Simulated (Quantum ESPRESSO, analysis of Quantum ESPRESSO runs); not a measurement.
# Interstitial H in fcc Al, hop from a tetrahedral to the next octahedral site: migration barrier against experiment (Quantum ESPRESSO), part 3 of 3

How near does this set-up come to the measured migration barrier? Subject: interstitial H in fcc Al, hop from a tetrahedral to the next octahedral site. Set-up: PBE, GBRV 1.5 PBE, cutoffs x 0.85, 32-site cell, PBE lattice, k: 3x3x3. The model is a cell of 32 host atoms with 1 H put in. The barrier is the energy of the highest image of a climbing band over the relaxed site that the atom leaves. This set-up takes another basis size than the usual one.

Quantum ESPRESSO 7.5; PBE, GBRV 1.5 PBE, cutoffs x 0.85, 32-site cell, PBE lattice, k: 3x3x3.

So far: The starting structure; Relaxation, charge 0.

## 4. Nudged elastic band

A band of images joins the two ends; its highest image climbs to the saddle, whose energy over the site left is the barrier.

This step: Quantum ESPRESSO plane-wave DFT, PBE, GBRV 1.5 PBE potentials; nudged elastic band between two relaxed defect structures.

The input, neb.in:

```
BEGIN
BEGIN_PATH_INPUT
&PATH
  restart_mode = 'from_scratch'
  string_method = 'neb'
  nstep_path = 45
  ds = 1.5
  opt_scheme = 'broyden'
  num_of_images = 5
  k_max = 0.3
  k_min = 0.2
  CI_scheme = 'auto'
  path_thr = 0.05
/
END_PATH_INPUT
BEGIN_ENGINE_INPUT
&CONTROL
  prefix = 'pwscf'
  outdir = './tmp'
  pseudo_dir = './pseudo'
  disk_io = 'low'
/
&SYSTEM
  ibrav = 0
  nat = 33
  ntyp = 2
  ecutwfc = 38
  ecutrho = 306
  nbnd = 63
  occupations = 'smearing'
  smearing = 'mv'
  degauss = 0.00734986
/
&ELECTRONS
  conv_thr = 3d-08
  electron_maxstep = 100
  mixing_beta = 0.5
/
ATOMIC_SPECIES
Al    26.9815 al_pbe_v1.uspp.F.UPF
H      1.0080 h_pbe_v1.4.uspp.F.UPF
CELL_PARAMETERS angstrom
   8.0810420189    0.0000000000    0.0000000000
   0.0000000000    8.0810420189    0.0000000000
   0.0000000000    0.0000000000    8.0810420189
BEGIN_POSITIONS
FIRST_IMAGE
ATOMIC_POSITIONS crystal
Al     0.0003202902    0.0003202902    0.0003202902
Al     0.0007991107    0.2503246205    0.2503246205
Al     0.2503246205    0.0007991107    0.2503246205
Al     0.2503246205    0.2503246205    0.0007991107
Al    -0.0021819157   -0.0021819157    0.5002141431
Al    -0.0021819157    0.2497858569    0.7521819157
Al     0.2497858569   -0.0021819157    0.7521819157
Al     0.2407822052    0.2407822052    0.5092177948
Al    -0.0021819157    0.5002141431   -0.0021819157
Al    -0.0021819157    0.7521819157    0.2497858569
Al     0.2407822052    0.5092177948    0.2407822052
Al     0.2497858569    0.7521819157   -0.0021819157
Al     0.0007991107    0.4996753795    0.4996753795
Al     0.0003202902    0.7496797098    0.7496797098
Al     0.2503246205    0.4996753795    0.7492008893
Al     0.2503246205    0.7492008893    0.4996753795
Al     0.5002141431   -0.0021819157   -0.0021819157
Al     0.5092177948    0.2407822052    0.2407822052
Al     0.7521819157   -0.0021819157    0.2497858569
Al     0.7521819157    0.2497858569   -0.0021819157
Al     0.4996753795    0.0007991107    0.4996753795
Al     0.4996753795    0.2503246205    0.7492008893
Al     0.7496797098    0.0003202902    0.7496797098
Al     0.7492008893    0.2503246205    0.4996753795
Al     0.4996753795    0.4996753795    0.0007991107
Al     0.4996753795    0.7492008893    0.2503246205
Al     0.7492008893    0.4996753795    0.2503246205
Al     0.7496797098    0.7496797098    0.0003202902
Al     0.5092177948    0.5092177948    0.5092177948
Al     0.5002141431    0.7521819157    0.7521819157
Al     0.7521819157    0.5002141431    0.7521819157
Al     0.7521819157    0.7521819157    0.5002141431
H      0.3750000000    0.3750000000    0.3750000000
LAST_IMAGE
ATOMIC_POSITIONS crystal
Al     0.0004462053    0.0004462053    0.0004462053
Al    -0.0060138474    0.2501289890    0.2501289890
[... 5 atom lines left out ...]
Al     0.2501289890    0.2501289890    0.5062718254
[... 2 atom lines left out ...]
Al     0.2501289890    0.5062718254    0.2501289890
[... 1 atom line left out ...]
Al     0.0004462053    0.4998117726    0.4998117726
[... 1 atom line left out ...]
Al     0.2501289890    0.5014781172    0.7501289890
[... 2 atom lines left out ...]
Al     0.5062718254    0.2501289890    0.2501289890
[... 2 atom lines left out ...]
Al     0.4998117726    0.0004462053    0.4998117726
Al     0.5014781172    0.2501289890    0.7501289890
[... 1 atom line left out ...]
Al     0.7501289890    0.2501289890    0.5014781172
Al     0.4998117726    0.4998117726    0.0004462053
[... 1 atom line left out ...]
Al     0.7501289890    0.5014781172    0.2501289890
[... 1 atom line left out ...]
Al     0.4998117726    0.4998117726    0.4998117726
[... 3 atom lines left out ...]
H      0.2501289890    0.2501289890    0.2501289890
END_POSITIONS
K_POINTS automatic
3 3 3 0 0 0
END_ENGINE_INPUT
END
```

Launch:

```sh
$ OMP_NUM_THREADS=1 mpirun -n 4 neb.x -ni 2 -inp neb.in > neb.out
```

The program printed:

```text
[banner, memory and clock lines left out]
          URL

     path-images division:  nimage    =       2

     Parsing file: neb.in

     initial path length           =  3.3409 bohr
     initial inter-image distance  =  0.8352 bohr

     string_method                 =    neb
     restart_mode                  =    from_scratch
     opt_scheme                    =    broyden
     num_of_images                 =    5
     nstep_path                    =    45
     CI_scheme                     =    auto
     first_last_opt                =    F
     use_freezing                  =    F
     ds                            =    1.5000 a.u.
     k_max                         =    0.3000 a.u.
     k_min                         =    0.2000 a.u.
     suggested k_max               =    0.2742 a.u.
     suggested k_min               =    0.1828 a.u.
     path_thr                      =    0.0500 eV / A

     ------------------------------ iteration   1 ------------------------------

     cpu =  0   tcpu =      0.1    self-consistency for image   1
     Message from routine setup:
     using ibrav=0 with symmetry is DISCOURAGED, use correct ibrav instead
     cpu =  0   tcpu =     61.0    self-consistency for image   2
     Message from routine setup:
     using ibrav=0 with symmetry is DISCOURAGED, use correct ibrav instead
     cpu =  0   tcpu =    146.2    self-consistency for image   4
     Message from routine setup:
     using ibrav=0 with symmetry is DISCOURAGED, use correct ibrav instead

     activation energy (->) =   0.226302 eV
     activation energy (<-) =   0.132383 eV

     image        energy (eV)        error (eV/A)        frozen

         1      -2936.3315992            0.017886            T
         2      -2936.1898978            0.645315            F
         3      -2936.1052975            0.481800            F
         4      -2936.1909282            0.386187            F
         5      -2936.2376800            0.009710            T

     climbing image =  3

     path length          =  3.341 bohr
     inter-image distance =  0.835 bohr

     ------------------------------ iteration   2 ------------------------------

     cpu =  0   tcpu =    239.4    self-consistency for image   2
     Message from routine setup:
     using ibrav=0 with symmetry is DISCOURAGED, use correct ibrav instead
     cpu =  0   tcpu =    318.1    self-consistency for image   4
     Message from routine setup:
     using ibrav=0 with symmetry is DISCOURAGED, use correct ibrav instead

     activation energy (->) =   0.209238 eV
     activation energy (<-) =   0.115318 eV

     image        energy (eV)        error (eV/A)        frozen

         1      -2936.3315992            0.017886            T
         2      -2936.1930850            0.288530            F
         3      -2936.1223616            0.373947            F
         4      -2936.1907989            0.185373            F
         5      -2936.2376800            0.009710            T

     climbing image =  3

     path length          =  3.342 bohr
     inter-image distance =  0.836 bohr

     ------------------------------ iteration   3 ------------------------------

     cpu =  0   tcpu =    387.2    self-consistency for image   2
     Message from routine setup:
     using ibrav=0 with symmetry is DISCOURAGED, use correct ibrav instead
     cpu =  0   tcpu =    475.2    self-consistency for image   4
     Message from routine setup:
     using ibrav=0 with symmetry is DISCOURAGED, use correct ibrav instead

     activation energy (->) =   0.188759 eV
     activation energy (<-) =   0.094840 eV

     image        energy (eV)        error (eV/A)        frozen

         1      -2936.3315992            0.017886            T
         2      -2936.2027122            0.158203            F
         3      -2936.1428400            0.184071            F
         4      -2936.1932100            0.102774            F
         5      -2936.2376800            0.009710            T

     climbing image =  3

     path length          =  3.352 bohr
     inter-image distance =  0.838 bohr

     ------------------------------ iteration   4 ------------------------------

     cpu =  0   tcpu =    546.5    self-consistency for image   2
     Message from routine setup:
     using ibrav=0 with symmetry is DISCOURAGED, use correct ibrav instead
     cpu =  0   tcpu =    625.1    self-consistency for image   4
     Message from routine setup:
     using ibrav=0 with symmetry is DISCOURAGED, use correct ibrav instead

     activation energy (->) =   0.184172 eV
     activation energy (<-) =   0.090252 eV

     image        energy (eV)        error (eV/A)        frozen

         1      -2936.3315992            0.017886            T
         2      -2936.2085097            0.103040            F
         3      -2936.1474276            0.118881            F
         4      -2936.1951759            0.073918            F
         5      -2936.2376800            0.009710            T

     climbing image =  3

     path length          =  3.358 bohr
     inter-image distance =  0.840 bohr

     ------------------------------ iteration   5 ------------------------------

     cpu =  0   tcpu =    704.5    self-consistency for image   2
     Message from routine setup:
     using ibrav=0 with symmetry is DISCOURAGED, use correct ibrav instead
     cpu =  0   tcpu =    802.2    self-consistency for image   4
     Message from routine setup:
     using ibrav=0 with symmetry is DISCOURAGED, use correct ibrav instead

     activation energy (->) =   0.179527 eV
     activation energy (<-) =   0.085607 eV

     image        energy (eV)        error (eV/A)        frozen

         1      -2936.3315992            0.017886            T
         2      -2936.2160052            0.052486            F
         3      -2936.1520727            0.032932            F
         4      -2936.1977325            0.035213            F
         5      -2936.2376800            0.009710            T

     climbing image =  3

     path length          =  3.379 bohr
     inter-image distance =  0.845 bohr

     ------------------------------ iteration   6 ------------------------------

     cpu =  0   tcpu =    880.8    self-consistency for image   2
     Message from routine setup:
     using ibrav=0 with symmetry is DISCOURAGED, use correct ibrav instead
     cpu =  0   tcpu =    956.1    self-consistency for image   4
     Message from routine setup:
     using ibrav=0 with symmetry is DISCOURAGED, use correct ibrav instead

     activation energy (->) =   0.179067 eV
     activation energy (<-) =   0.085147 eV

     image        energy (eV)        error (eV/A)        frozen

         1      -2936.3315992            0.017886            T
         2      -2936.2165097            0.047266            F
         3      -2936.1525327            0.027531            F
         4      -2936.1976696            0.017948            F
         5      -2936.2376800            0.009710            T

     climbing image =  3

     path length          =  3.379 bohr
     inter-image distance =  0.845 bohr

     neb: convergence achieved in   6 iterations
```

Run time: 17 min. Hardware: 4 MPI ranks of Arm Neoverse V1, shared host; peak memory 1.5 GiB; 67 min of CPU time.

The path, image by image:

| image | path (Å) | energy (eV) | H33: x, y, z (Å) |
| --- | --- | --- | --- |
| 0 | 0.000 | 0.0000 | 3.030, 3.030, 3.030 |
| 1 | 0.489 | 0.1151 | 2.753, 2.753, 2.753 |
| 2 | 0.894 | 0.1791 | 2.524, 2.524, 2.524 |
| 3 | 1.323 | 0.1339 | 2.285, 2.285, 2.285 |
| 4 | 1.788 | 0.0939 | 2.021, 2.021, 2.021 |

This step gave:

```
barrier forward : 0.1791 eV
```

## 5. What came out

```yaml
migration_barrier_saddle_less_minimum: 0.18 eV
energy_difference_of_the_two_ends: 0.09 eV
length_of_the_hop: 1.75 Å
```

In words: Migration barrier: computed 0.18 eV, measured 0.452 eV; 0.27 eV below the measurement. The measured number is an Arrhenius activation energy of long-range diffusion; for H it holds zero-point energy, and trapping at vacancies and dislocations can raise it. One hop between neighbouring sites is computed at the host's lattice. Limits: the periodic copies of the defect are only 8.1 Å apart.

[Logs are printed without paths, hosts, clocks, repeated set-up lines and the standing remarks that a program may print on its own settings, such as how far it seeks lower states.]

[Hosts, paths, dates, database ids (printed as entryN), source tags and the programs' standing remarks are cut or masked in the printed files.]

[For some hosts the program warned that the k-mesh of the response run may be too coarse for force constants and the static dielectric constant; such warnings are not shown here.]
